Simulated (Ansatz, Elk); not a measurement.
**Cd2Mo: X-ray structure factors from the self-consistent density**

Structure refinements treat a crystal as free atoms side by side. For a made-up structure of Cd2Mo (cell and positions from a r2SCAN relaxation) the runs below show what the calculated density changes in F(hkl).

Calculated with Elk 11.2.3 (patched build); DFT, PBE, all-electron APW+lo, Dirac cores, scalar-relativistic bands, static density, no spin.

This account leaves out most program logs.

The structure was built from a prototype and need not be the compound's stable phase.

## 1. The starting structure

Symmetry: Fd-3m, No. 227, cubic system. The conventional cell has a = 7.599 Å, b = 7.599 Å, c = 7.599 Å, α = 90.00°, β = 90.00°, γ = 90.00°. Nearest to Cd lie 6 Cd at 2.69 Å and 6 Mo at 3.15 Å. Nearest to Mo lie 12 Cd at 3.15 Å and 4 Mo at 3.29 Å. Farther neighbours are not listed.

## 2. Ground state and structure factors

An all-electron density is needed, since X-rays see the cores too. Task 0 finds the density and task 195 Fourier-transforms it; tshift is off so that phases refer to the origin typed.

elk.in reads:

```
tasks
  0
  195

xctype
  20

spinpol
  .false.

rgkmax
  7.0

gmaxvr
  14.0

lmaxo
  7

lmaxapw
  8

swidth
  0.002

tshift
  .false.

ramdisk
  .false.

hmaxvr
  5.5

maxscl
  120

epspot
  1e-06

sppath
  './'

avec
  0.00000000000 7.18003885252 7.18003885252
  7.18003885252 0.00000000000 7.18003885252
  7.18003885252 7.18003885252 -0.00000000000

atoms
  2
  'Cd.in'
  4
  0.6250000000 0.1250000000 0.6250000000   0.000000 0.000000 0.000000
  0.6250000000 0.6250000000 0.1250000000   0.000000 0.000000 0.000000
  0.1250000000 0.6250000000 0.6250000000   0.000000 0.000000 0.000000
  0.6250000000 0.6250000000 0.6250000000   0.000000 0.000000 0.000000
  'Mo.in'
  2
  0.2500000000 0.2500000000 0.2500000000   0.000000 0.000000 0.000000
  0.0000000000 -0.0000000000 -0.0000000000   0.000000 0.000000 0.000000

ngridk
  5 5 5
```

Command:

```
$ OMP_NUM_THREADS=4 elk
```

Run time: 23 s. Hardware: 4 threads of INTEL XEON PLATINUM 8581C at 2.30GHz (Emerald Rapids), shared host; peak memory 0.25 GiB.

SFACRHO.OUT:

```text

h k l indices transformed by vhmat matrix:
   1.000000000       0.000000000       0.000000000    
   0.000000000       1.000000000       0.000000000    
   0.000000000       0.000000000       1.000000000    

      h      k      l  multipl.   |H|            Re(F)            Im(F)           |F|

      0      0      0      1   0.0000000       276.00000      0.23646777E-16   276.00000    
      1      1      1      4  0.75785079      -24.332012       24.332012       34.410662    
      1      0      0      4  0.75785079      -24.332012      -24.332012       34.410662    
      0     -1     -1      6  0.87509071     -0.77053414E-13 -0.20231759E-13  0.79665254E-13
      1      2      1     12   1.2375652       67.264959     -0.10190777E-12   67.264959    
      0     -1     -2     12   1.4511738       85.232917       85.232917       120.53755    
     -1     -1      1     12   1.4511738       85.232917      -85.232917       120.53755    
     -2      0      0      4   1.5157016     -0.10273789E-12  -148.62713       148.62713    
      0      2      0      4   1.5157016     -0.10787478E-12   148.62713       148.62713    
      2      2      0      6   1.7501814      -80.782430     -0.20945565E-12   80.782430    
     -3     -1     -1     12   1.9072160      -18.928206       18.928206       26.768526    
     -2     -2     -3     12   1.9072160      -18.928206      -18.928206       26.768526    
     -1      1      2     24   1.9567623      0.66779625E-13  0.16292638E-13  0.68738406E-13
      2      3      3     12   2.1435257       55.041356      0.67473156E-13   55.041356    
      1      0      3     12   2.1435257       55.041356     -0.15504617E-12   55.041356    
      3      1      3     12   2.2735524       70.723332      -70.723332       100.01789    
     -1     -3     -3     12   2.2735524       70.723332       70.723332       100.01789    
      0      0      3      4   2.2735524       70.792291      -70.792291       100.11542
```

Elk indexes on the primitive cell of elk.in and gives |H| = 4π sin θ/λ in inverse bohr. Below, one row stands for each form hkl of the conventional cell (m members, Friedel mates merged), F is for one primitive cell and the density is static (no thermal factor). Free-atom factors are Waasmaier and Kirfel's, and R is Σm||F|−|F'||/Σm|F|.

```tsv
hkl	m	sin θ/λ (Å⁻¹)	abs F, DFT	neutral atoms	diff.	abs of complex diff.
111	8	0.114	34.411	34.439	-0.029	0.029
200	6	0.132	0.000	0.000	+0.000	0.000
220	12	0.186	67.265	67.818	-0.553	0.553
311	24	0.218	120.538	121.305	-0.768	0.768
222	8	0.228	148.627	149.119	-0.492	0.492
400	6	0.263	80.782	80.891	-0.109	0.109
331	24	0.287	26.769	26.909	-0.141	0.141
420	24	0.294	0.000	0.000	+0.000	0.000
422	24	0.322	55.041	54.940	+0.101	0.101
511	24	0.342	100.018	99.982	+0.036	0.036
333	8	0.342	100.115	99.982	+0.134	0.134
440	12	0.372	170.231	169.879	+0.352	0.352
531	48	0.389	22.497	22.575	-0.077	0.077
442	24	0.395	0.021	0.000	+0.021	0.021
```

## 3. The highest occupied states alone

An energy window below the Fermi level keeps the highest occupied states, to see at which angles they scatter; shallow core shells can lie inside it and anion s states outside. No new self-consistency is needed.

elk.in, as its differences from that of step 2:

```diff
@@ -1,3 +1,2 @@
 tasks
-  0
   195
@@ -40,2 +39,5 @@
 
+wsfac
+  -0.133230 0.607760
+
 sppath
```

Command:

```
$ OMP_NUM_THREADS=4 elk
```

It took 8.1 s on 4 threads; peak memory 0.18 GiB; 10 s of CPU time.

States within 12 eV below the Fermi level hold 60.00 electrons; any levels below the window count with the cores. Their amplitudes can exceed the total, where window and core parts have opposite phase:

```tsv
hkl	sin θ/λ (Å⁻¹)	abs F, window	abs F, all
111	0.114	13.107	34.411
200	0.132	0.000	0.000
220	0.186	2.808	67.265
311	0.218	11.233	120.538
222	0.228	18.983	148.627
400	0.263	13.959	80.782
331	0.287	5.693	26.769
420	0.294	0.000	0.000
422	0.322	0.515	55.041
511	0.342	4.286	100.018
```

## 4. Another functional

The difference from free atoms is small, so it is set against the change that PBEsol makes.

elk.in, as its differences from that of step 3:

```diff
@@ -1,2 +1,3 @@
 tasks
+  0
   195
@@ -4,3 +5,3 @@
 xctype
-  20
+  22
 
@@ -39,5 +40,2 @@
 
-wsfac
-  -0.133230 0.607760
-
 sppath
```

Command:

```
$ OMP_NUM_THREADS=4 elk
```

Run time: 24 s. Hardware: 4 threads; peak memory 0.26 GiB; 58 s of CPU time.

Against the first run R = 0.01 %; the largest change is -0.044 at 222.

## 5. Basis size

A smaller basis shows how fast F responds to it; the change is likely larger than the basis error of the first run, but doesn't show convergence.

elk.in, as its differences from that of step 4:

```diff
@@ -5,3 +5,3 @@
 xctype
-  22
+  20
 
@@ -11,3 +11,3 @@
 rgkmax
-  7.0
+  5.5
```

Command:

```
$ OMP_NUM_THREADS=4 elk
```

The job ended after 19 s (4 threads; peak memory 0.25 GiB).

Against the first run R = 0.03 %; the largest change is +0.172 at 440.

## 6. Settings against the effect

```tsv
run	R against the first run (%)	R against neutral atoms, low angle (%)	wall time
PBE, rgkmax 7	0.00	0.53	23 s
PBEsol	0.01	0.56	24 s
rgkmax 5.5	0.03	0.54	19 s
```

## 7. Summary of results

```yaml
r_against_neutral_atoms_sin_theta_lambda_0p3_a_minus1: 0.53 %
r_against_neutral_atoms_0p3_to_0p82_a_minus1: 0.24 %
```

What this shows: Independent neutral atoms miss the calculated amplitudes by R = 0.53 % below 0.3 Å⁻¹ and 0.24 % from there to 0.82 Å⁻¹; by shells, 0.08 % below 0.15 Å⁻¹ (1 form), 0.55 % 0.15 to 0.3 (5 forms), 0.22 % 0.3 to 0.45 (9 forms), 0.24 % above 0.45 (53 forms). Bonding, aspherical density and the tables' own atoms all enter these figures, and the runs don't part them. The largest change of an amplitude is -0.77 electrons, at 311. The window's part falls from 60.0 electrons at the origin to at most 2.29 between 0.45 and 0.82 Å⁻¹, where compact states inside the window still scatter. Below 0.3 Å⁻¹ the changes that finished (PBEsol and rgkmax 5.5) move F by R = 0.05 % at most, against the 0.53 % that separates it from free atoms. The k-mesh has no finished test. These runs have no spin, though d or f shells may be open. Part of the difference isn't bonding: the tables are fits to free atoms and ions calculated by other methods than this functional. Thermal motion, anomalous dispersion and extinction are left out.

[Logs are printed without paths, hosts, clocks, repeated set-up lines and the standing remarks that a program may print on its own settings, such as how far it seeks lower states.]

[Hosts, paths, dates, database ids (printed as entryN), source tags and the programs' standing remarks are cut or masked in the printed files.]
